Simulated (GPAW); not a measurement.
## Work function of V2CO2 MXene monolayer at several levels

Wanted: work functions and dipole of V2CO2 MXene monolayer, with the cost of each level.

Method: GPAW, PAW setups; layer in a repeated cell with vacuum, relaxation of atoms and in-plane cell, in the first sound run; inputs show where later runs differ, in GPAW 26.7.0.

## Step 1: The structure

The cell holds 5 atoms: 2 O, 2 V and 1 C. Its edges and angles: a = 3.012 Å, b = 3.012 Å, c = 18.498 Å, α = 90.0°, β = 90.0°, γ = 120.0°. Vacuum lies along c.

As a file:

```cif
data_structure
_symmetry_space_group_name_H-M 'P 1'
_symmetry_Int_Tables_number 1
_cell_length_a 3.0122
_cell_length_b 3.0122
_cell_length_c 18.4984
_cell_angle_alpha 90.000
_cell_angle_beta 90.000
_cell_angle_gamma 120.000
_cell_volume 145.35
loop_
_atom_site_label
_atom_site_type_symbol
_atom_site_fract_x
_atom_site_fract_y
_atom_site_fract_z
_atom_site_occupancy
O1 O 0.33333 0.66667 0.37841 1
V2 V 0.66667 0.33333 0.43575 1
C3 C 0.00000 0.00000 0.50000 1
V4 V 0.33333 0.66667 0.56425 1
O5 O 0.66667 0.33333 0.62159 1
```

## Step 2: Relaxation

Forces are removed first; all later runs use this geometry.

The input, run.py:

```python
import json
import numpy as np
from ase import Atoms
from ase.filters import FrechetCellFilter
from ase.optimize import BFGS
from gpaw import GPAW, PW

slab = Atoms(
    ['O', 'V', 'C', 'V', 'O'],
    positions=[
        [-0.00000, 1.73907, 7.00000],
        [1.50608, 0.86953, 8.06067],
        [0.00000, 0.00000, 9.24918],
        [-0.00000, 1.73907, 10.43770],
        [1.50608, 0.86953, 11.49837]],
    cell=[[3.01215, 0.0, 0.0], [-1.50608, 2.6086, 0.0], [0.0, 0.0, 18.4984]],
    pbc=[True, True, True],
    magmoms=[0.0, 2.0, 0.0, 2.0, 0.0])

slab.calc = GPAW(mode=PW(600), xc='PBE', kpts={'size': (12, 12, 1), 'gamma': True},
                 occupations={'name': 'fermi-dirac', 'width': 0.05}, nbands='160%',
                 convergence={'density': 1e-05}, maxiter=200,
                 symmetry={'tolerance': 1e-3}, txt='slab.txt')
result = {}
# The in-plane cell is free; stress needs a cell that repeats along all three vectors
path = []
opt = BFGS(FrechetCellFilter(slab, mask=[1, 1, 0, 0, 0, 1]), maxstep=0.2)
opt.attach(lambda: path.append((slab.get_potential_energy(), slab.positions.tolist(), slab.get_forces().tolist())))
result['relaxed'] = bool(opt.run(fmax=0.02, steps=45))
result['path'] = path
result['cell'] = slab.cell.tolist()
print('in-plane lattice', slab.cell.cellpar().round(4)[[0, 1, 5]])
energy = slab.get_potential_energy()
fermi = slab.calc.get_fermi_level()
v = slab.calc.get_electrostatic_potential().mean((0, 1)) - fermi
n = slab.calc.get_pseudo_density().mean((0, 1))
L = slab.cell[2, 2]
z = np.arange(len(v)) * L / len(v)
low, high = slab.positions[:, 2].min(), slab.positions[:, 2].max()
below, above = np.interp([low - 4.8, high + 4.8], z, v)
slopes = [np.interp(x, z, np.gradient(v, z)) for x in (low - 4.8, high + 4.8)]
eps = np.array([[slab.calc.get_eigenvalues(k, s) for k in range(len(slab.calc.get_ibz_k_points()))]
                for s in range(slab.calc.get_number_of_spins())]) - fermi
top, bottom = eps[eps < 0].max(), eps[eps > 0].min()
dipole = slab.get_dipole_moment()[2]
print(f'energy {energy:.4f} eV, Fermi level {fermi:.4f} eV, dipole {dipole:.5f} e A')
print(f'potential 4.8 A off the faces, from the Fermi level: lower {below:.4f} eV, upper {above:.4f} eV')
print(f'slope of the potential there: lower {slopes[0]:.5f}, upper {slopes[1]:.5f} eV/A')
print(f'nearest levels on the mesh: {top:.4f} and {bottom:.4f} eV')
print('magnetic moment', round(slab.get_magnetic_moment(), 3))
result.update(energy=energy, fermi=fermi, dipole=dipole, below=below, above=above, slopes=slopes, edges=[top, bottom],
              z=z.tolist(), v=v.tolist(), n=n.tolist(), positions=slab.positions.tolist(),
              forces=slab.get_forces(apply_constraint=False).tolist(), moments=slab.get_magnetic_moments().tolist())
json.dump(result, open('result.json', 'w'))
```

Run with:

```bash
> OMP_NUM_THREADS=1 OPENBLAS_NUM_THREADS=1 python run.py
```

The log of the run:

```text
Step          Energy          fmax
BFGS:    0      -43.239432        1.672638
BFGS:    1      -43.346803        1.448333
BFGS:    2      -43.494510        0.913938
BFGS:    3      -43.520499        0.617644
BFGS:    4      -43.541780        0.333216
BFGS:    5      -43.545152        0.212817
BFGS:    6      -43.549866        0.156556
BFGS:    7      -43.547489        0.071068
BFGS:    8      -43.545810        0.021758
BFGS:    9      -43.545344        0.002444
in-plane lattice [  2.8872   2.8872 120.0001]
energy -43.5379 eV, Fermi level -1.2204 eV, dipole -0.00042 e A
potential 4.8 A off the faces, from the Fermi level: lower 6.6529 eV, upper 6.6553 eV
slope of the potential there: lower -0.00086, upper -0.00021 eV/A
nearest levels on the mesh: -0.1022 and 0.0226 eV
magnetic moment -0.0
```

It took 23 min on 1 thread of Arm Neoverse V2, shared host; peak memory 0.48 GiB.

This step gave:

| Quantity | Value |
| --- | --- |
| dipole along the normal | -4.18e-4 e·Å |
| levels nearest the Fermi level on the mesh | -0.1022, 0.02257 eV from the Fermi level |
| sum of the site moments | 0 μB |

The electrostatic potential energy of an electron (without an applied field's), less the Fermi level, planar mean oscillates, so the rows of the table below give means over windows of 1.41 Å about each position, cut where the curve ends. Its maxima inside the range that stand out by 2 % of the span (Å: eV): 7.4: -9.55, 8.8: -8.26, 9.7: -8.26, 11.1: -9.55. Its minima: 7.0: -12.4, 8.0: -18.9, 9.2: -14.0, 10.5: -18.9, 11.5: -12.4.

Electrostatic potential energy of an electron (without an applied field's), less the Fermi level, planar mean against z; means over each step:

```
z (Å)  electrostatic potential energy of an electron (without an applied field's), less the Fermi level, planar mean (eV)
 0.70                                                                                                                6.65
 2.11                                                                                                                6.65
 3.52                                                                                                                6.65
 4.93                                                                                                                6.62
 6.34                                                                                                                1.35
 7.75                                                                                                               -14.1
 9.16                                                                                                               -10.4
10.57                                                                                                               -13.9
11.98                                                                                                              -0.843
13.39                                                                                                                6.60
14.80                                                                                                                6.66
16.21                                                                                                                6.66
17.62                                                                                                                6.65
```

The pseudo valence density, planar mean oscillates, so the rows of the table below give means over windows of 1.06 Å about each position, cut where the curve ends. Its maxima inside the range that stand out by 2 % of the span (Å: e/Å³): 7.0: 1.05, 8.1: 2.06, 10.4: 2.06, 11.5: 1.05. Its minima: 7.4: 0.843, 8.8: 0.592, 11.1: 0.843.

Pseudo valence density, planar mean against z; means over each step:

z (Å), pseudo valence density, planar mean (e/Å³) and a bar:
```
     3.71       0.00 
     4.77       0.00 
     5.83       0.05 #
     6.89       0.75 ###############
     7.95       1.46 ##############################
     9.01       0.64 #############
    10.07       1.22 #########################
    11.13       1.07 ######################
    12.19       0.28 ######
    13.25       0.01 
    14.31       0.00
```

The relaxation lowered the energy of the cell by 0.306 eV (energies extrapolated to zero smearing; the optimiser's log prints free energies). The largest force left on a free atom is 0.0024 eV/Å.

## Step 3: Plane waves, PBE

With the geometry fixed, the planar mean of the potential gives the vacuum level on each side.

This step: GPAW, PAW setups; slab in vacuum (GPAW 26.7.0).

The cell differs from the one that the last finished run ended in (c 18.498 → 18.451 Å).

Edit run.py of step 2 so:

```diff
@@ -3,4 +3,2 @@
 from ase import Atoms
-from ase.filters import FrechetCellFilter
-from ase.optimize import BFGS
 from gpaw import GPAW, PW
@@ -10,24 +8,17 @@
     positions=[
-        [-0.00000, 1.73907, 7.00000],
-        [1.50608, 0.86953, 8.06067],
-        [0.00000, 0.00000, 9.24918],
-        [-0.00000, 1.73907, 10.43770],
-        [1.50608, 0.86953, 11.49837]],
-    cell=[[3.01215, 0.0, 0.0], [-1.50608, 2.6086, 0.0], [0.0, 0.0, 18.4984]],
-    pbc=[True, True, True],
+        [-0.00000, 1.66690, 7.00000],
+        [1.44358, 0.83345, 8.02998],
+        [-0.00000, 0.00000, 9.22533],
+        [-0.00000, 1.66690, 10.42070],
+        [1.44358, 0.83345, 11.45068]],
+    cell=[[2.88715, -0.0, 0.0], [-1.44358, 2.50035, 0.0], [0.0, 0.0, 18.4507]],
+    pbc=[True, True, False],
     magmoms=[0.0, 2.0, 0.0, 2.0, 0.0])
 
-slab.calc = GPAW(mode=PW(600), xc='PBE', kpts={'size': (12, 12, 1), 'gamma': True},
+slab.calc = GPAW(mode=PW(500), xc='PBE', kpts={'size': (12, 12, 1), 'gamma': True},
                  occupations={'name': 'fermi-dirac', 'width': 0.05}, nbands='160%',
                  convergence={'density': 1e-05}, maxiter=200,
+                 poissonsolver={'dipolelayer': 'xy'},
                  symmetry={'tolerance': 1e-3}, txt='slab.txt')
 result = {}
-# The in-plane cell is free; stress needs a cell that repeats along all three vectors
-path = []
-opt = BFGS(FrechetCellFilter(slab, mask=[1, 1, 0, 0, 0, 1]), maxstep=0.2)
-opt.attach(lambda: path.append((slab.get_potential_energy(), slab.positions.tolist(), slab.get_forces().tolist())))
-result['relaxed'] = bool(opt.run(fmax=0.02, steps=45))
-result['path'] = path
-result['cell'] = slab.cell.tolist()
-print('in-plane lattice', slab.cell.cellpar().round(4)[[0, 1, 5]])
 energy = slab.get_potential_energy()
```

The log of the run:

```text
energy -42.8490 eV, Fermi level -1.1972 eV, dipole -0.00033 e A
potential 4.8 A off the faces, from the Fermi level: lower 6.6422 eV, upper 6.6495 eV
slope of the potential there: lower -0.00024, upper 0.00024 eV/A
nearest levels on the mesh: -0.1032 and 0.0220 eV
magnetic moment 0.0
```

Run time: 1.7 min. Hardware: 1 thread; peak memory 0.28 GiB.

Numbers from this step:

```yaml
dipole_along_the_normal: -3.29e-4 e·Å
levels_nearest_the_fermi_level_on_the_mesh: -0.1032, 0.02197 eV from the Fermi level
upper_work_function: 6.650 eV
lower_work_function: 6.642 eV
```

The electrostatic potential energy of an electron (without an applied field's), less the Fermi level, planar mean oscillates, so the rows of the table below give means over windows of 1.35 Å about each position, cut where the curve ends. Its maxima inside the range that stand out by 2 % of the span (Å: eV): 7.4: -9.58, 8.7: -8.24, 9.7: -8.24, 11.1: -9.58. Its minima: 7.0: -12.4, 8.1: -18.9, 9.2: -14.0, 10.4: -18.9, 11.4: -12.4.

The electrostatic potential energy of an electron (without an applied field's), less the Fermi level, planar mean by z; means over each step:

| z (Å) | electrostatic potential energy of an electron (without an applied field's), less the Fermi level, planar mean (eV) |
| --- | --- |
| 0.68 | 6.64 |
| 2.03 | 6.64 |
| 3.38 | 6.64 |
| 4.73 | 6.62 |
| 6.08 | 4.32 |
| 7.43 | -12.6 |
| 8.78 | -12.2 |
| 10.13 | -13.6 |
| 11.48 | -6.68 |
| 12.83 | 6.23 |
| 14.18 | 6.64 |
| 15.53 | 6.65 |
| 16.88 | 6.65 |
| 18.23 | 6.65 |

The pseudo valence density, planar mean oscillates, so the rows of the table below give means over windows of 0.96 Å about each position, cut where the curve ends. Its maxima inside the range that stand out by 2 % of the span (Å: e/Å³): 7.11: 1.02, 8.07: 2.07, 10.38: 2.07, 11.34: 1.02. Its minima: 7.50: 0.863, 8.84: 0.593, 10.96: 0.863.

Pseudo valence density, planar mean against z; means over each step:

z (Å), pseudo valence density, planar mean (e/Å³) and a bar:
```
     4.32       0.00 
     5.28       0.01 
     6.24       0.23 #####
     7.20       0.95 ###################
     8.16       1.48 ##############################
     9.12       0.61 ############
    10.08       1.27 ##########################
    11.04       1.10 ######################
    12.00       0.41 ########
    12.96       0.01 
    13.92       0.00 
    14.88       0.00
```

Force by atom:

```
atom  x (eV/Å)  y (eV/Å)  z (eV/Å)    size
  O1    0.0000    0.0000   -0.0813  0.0813
  V2    0.0000    0.0000    0.0241  0.0241
  C3    0.0000    0.0000    0.0000  0.0000
  V4    0.0000    0.0000   -0.0241  0.0241
  O5    0.0000    0.0000    0.0813  0.0813
```

The potential is flat to 2.4e-4 eV/Å where it is read, so the vacuum is wide enough.

## Step 4: Self-consistent run: xc = "RPBE"

The same geometry under RPBE, to see how far the functional moves the levels against the vacuum.

Edit run.py of step 3 so:

```diff
@@ -17,3 +17,3 @@
 
-slab.calc = GPAW(mode=PW(500), xc='PBE', kpts={'size': (12, 12, 1), 'gamma': True},
+slab.calc = GPAW(mode=PW(500), xc='RPBE', kpts={'size': (12, 12, 1), 'gamma': True},
                  occupations={'name': 'fermi-dirac', 'width': 0.05}, nbands='160%',
```

The log of the run:

```text
energy -40.5813 eV, Fermi level -1.0553 eV, dipole -0.00033 e A
potential 4.8 A off the faces, from the Fermi level: lower 6.4938 eV, upper 6.5011 eV
slope of the potential there: lower -0.00025, upper 0.00025 eV/A
nearest levels on the mesh: -0.1016 and 0.0226 eV
magnetic moment 0.0
```

Elapsed: 1.7 min, on 1 thread; peak memory 0.27 GiB.

Numbers from this step:

```yaml
levels_nearest_the_fermi_level_on_the_mesh: -0.1016, 0.02262 eV from the Fermi level
upper_work_function: 6.501 eV
lower_work_function: 6.494 eV
```

The electrostatic potential energy of an electron (without an applied field's), less the Fermi level, planar mean oscillates, so the rows of the table below give means over windows of 1.35 Å about each position, cut where the curve ends. Its maxima inside the range that stand out by 2 % of the span (Å: eV): 7.4: -9.71, 8.7: -8.37, 9.7: -8.36, 11.1: -9.71. Its minima: 7.0: -12.5, 8.1: -19.0, 9.2: -14.1, 10.4: -19.0, 11.4: -12.5.

The electrostatic potential energy of an electron (without an applied field's), less the Fermi level, planar mean by z; means over each step:

z (Å), electrostatic potential energy of an electron (without an applied field's), less the Fermi level, planar mean (eV) and a bar from the least value:
```
     0.68        6.5 ##############################
     2.03        6.5 ##############################
     3.38        6.5 ##############################
     4.73        6.5 ##############################
     6.08        4.2 ###########################
     7.43      -12.7 #
     8.78      -12.3 ##
    10.13      -13.7 
    11.48       -6.8 ##########
    12.83        6.1 #############################
    14.18        6.5 ##############################
    15.53        6.5 ##############################
    16.88        6.5 ##############################
    18.23        6.5 ##############################
```

Table of pseudo valence density, planar mean by z:

z (Å), pseudo valence density, planar mean (e/Å³) and a bar:
```
     0.00       0.00 
     0.58       0.00 
     0.96       0.00 
     1.54       0.00 
     1.92       0.00 
     2.50       0.00 
     2.88       0.00 
     3.46       0.00 
     4.04       0.00 
     4.42       0.00 
     5.00       0.00 
     5.38       0.00 
     5.96       0.05 #
     6.34       0.21 ###
     6.92       1.00 ##############
     7.50       0.86 ############
     7.88       1.87 ###########################
     8.46       0.93 #############
     8.84       0.59 #########
     9.42       0.61 #########
     9.80       0.63 #########
    10.38       2.07 ##############################
    10.76       1.23 ##################
    11.34       1.02 ###############
    11.92       0.43 ######
    12.30       0.10 #
    12.88       0.01 
    13.26       0.00 
    13.84       0.00 
    14.22       0.00 
    14.80       0.00 
    15.38       0.00 
    15.76       0.00 
    16.34       0.00 
    16.72       0.00 
    17.30       0.00 
    17.68       0.00 
    18.26       0.00
```

Force by atom:

| atom | x (eV/Å) | y (eV/Å) | z (eV/Å) | size |
| --- | --- | --- | --- | --- |
| O1 | 0.000 | 0.000 | -0.460 | 0.460 |
| V2 | 0.000 | 0.000 | 0.094 | 0.094 |
| C3 | 0.000 | 0.000 | 0.000 | 0.000 |
| V4 | 0.000 | 0.000 | -0.094 | 0.094 |
| O5 | 0.000 | 0.000 | 0.460 | 0.460 |

The upper face's work function is 6.501 eV, against 6.650 eV in the first plane-wave PBE run at this geometry.

## Step 5: Self-consistent run: xc = "LDA"

The same geometry under LDA, to see how far the functional moves the levels against the vacuum.

Edit run.py of step 4 so:

```diff
@@ -17,3 +17,3 @@
 
-slab.calc = GPAW(mode=PW(500), xc='RPBE', kpts={'size': (12, 12, 1), 'gamma': True},
+slab.calc = GPAW(mode=PW(500), xc='LDA', kpts={'size': (12, 12, 1), 'gamma': True},
                  occupations={'name': 'fermi-dirac', 'width': 0.05}, nbands='160%',
```

The log of the run:

```text
energy -47.6942 eV, Fermi level -1.5685 eV, dipole -0.00033 e A
potential 4.8 A off the faces, from the Fermi level: lower 7.0187 eV, upper 7.0260 eV
slope of the potential there: lower -0.00024, upper 0.00024 eV/A
nearest levels on the mesh: -0.1075 and 0.0193 eV
magnetic moment 0.0
```

Wall time 92 s (1 thread); peak memory 0.27 GiB.

Numbers from this step:

- levels nearest the Fermi level on the mesh: -0.1075, 0.01928 eV from the Fermi level
- upper work function: 7.026 eV
- lower work function: 7.019 eV

The upper face's work function is 7.026 eV, against 6.650 eV in the first plane-wave PBE run at this geometry.

## Step 6: OptPBE vdW: xc = "optPBE-vdW"

The same geometry under optPBE-vdW, to see how far the functional moves the levels against the vacuum (the van der Waals functionals take revPBE setups).

Edit run.py of step 5 so:

```diff
@@ -17,3 +17,3 @@
 
-slab.calc = GPAW(mode=PW(500), xc='LDA', kpts={'size': (12, 12, 1), 'gamma': True},
+slab.calc = GPAW(mode=PW(500), xc='optPBE-vdW', kpts={'size': (12, 12, 1), 'gamma': True},
                  occupations={'name': 'fermi-dirac', 'width': 0.05}, nbands='160%',
```

The log of the run:

```text
energy -65.0818 eV, Fermi level -1.4251 eV, dipole -0.00033 e A
potential 4.8 A off the faces, from the Fermi level: lower 6.9313 eV, upper 6.9386 eV
slope of the potential there: lower -0.00025, upper 0.00025 eV/A
nearest levels on the mesh: -0.0973 and 0.0250 eV
magnetic moment 0.0
```

Wall time 1.9 min (1 thread); peak memory 0.4 GiB.

Numbers from this step:

* dipole along the normal: -3.30e-4 e·Å
* levels nearest the Fermi level on the mesh: -0.09727, 0.02500 eV from the Fermi level
* upper work function: 6.939 eV
* lower work function: 6.931 eV

The upper face's work function is 6.939 eV, against 6.650 eV in the first plane-wave PBE run at this geometry.

## Step 7: Self-consistent run: xc = "revPBE"

The same geometry under revPBE, to see how far the functional moves the levels against the vacuum.

Edit run.py of step 6 so:

```diff
@@ -17,3 +17,3 @@
 
-slab.calc = GPAW(mode=PW(500), xc='optPBE-vdW', kpts={'size': (12, 12, 1), 'gamma': True},
+slab.calc = GPAW(mode=PW(500), xc='revPBE', kpts={'size': (12, 12, 1), 'gamma': True},
                  occupations={'name': 'fermi-dirac', 'width': 0.05}, nbands='160%',
```

The log of the run:

```text
energy -40.9519 eV, Fermi level -1.0725 eV, dipole -0.00033 e A
potential 4.8 A off the faces, from the Fermi level: lower 6.5028 eV, upper 6.5101 eV
slope of the potential there: lower -0.00024, upper 0.00024 eV/A
nearest levels on the mesh: -0.1022 and 0.0224 eV
magnetic moment 0.0
```

Wall time 1.7 min (1 thread); peak memory 0.28 GiB.

This step gave:

- dipole along the normal: -3.29e-4 e·Å
- levels nearest the Fermi level on the mesh: -0.1022, 0.02235 eV from the Fermi level
- upper work function: 6.510 eV
- lower work function: 6.503 eV

The upper face's work function is 6.510 eV, against 6.650 eV in the first plane-wave PBE run at this geometry.

(Part 1 of 2 ends here.)

[Logs are printed without paths, hosts, clocks, repeated set-up lines and the standing remarks that a program may print on its own settings, such as how far it seeks lower states.]

[Hosts, paths, dates, database ids (printed as entryN), source tags and the programs' standing remarks are cut or masked in the printed files.]
